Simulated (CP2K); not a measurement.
The C K edge of formaldoxime was computed by TDDFT (CP2K XAS_TDP, aug-cc-pVTZ, TDA) at these levels: PBE0, PBEh(45%) and PBEh(45%) + GW2X. The first three lines of C1 (bonded to N and 2 H) with a strength over 0.0015, energy in eV and strength:

| run | first | second | third |
| --- | --- | --- | --- |
| 1 | 286.00 (0.054) | 289.92 (0.008) | 290.38 (0.020) |
| 2 | 275.55 (0.041) | 278.16 (0.003) | 278.54 (0.003) |
| 3 | 280.82 (0.055) | 284.74 (0.008) | 285.19 (0.020) |

Question: Which run is which?

Run 1: PBEh(45%) + GW2X (45 % exact exchange). Run 2: PBE0 (25 % exact exchange). Run 3: PBEh(45%) (45 % exact exchange). Self-interaction lifts the core level, so the uncorrected lines rise with the share of exact exchange. The GW2X run keeps the spacings of its parent: 3.92 eV between the first two lines in run 1, 3.92 eV in run 3. Its shift is +5.18 eV, since the Kohn–Sham level at this share of exchange lies that far above the quasiparticle level.

[Hosts, paths, dates, database ids (printed as entryN), source tags and the programs' standing remarks are cut or masked in the printed files.]
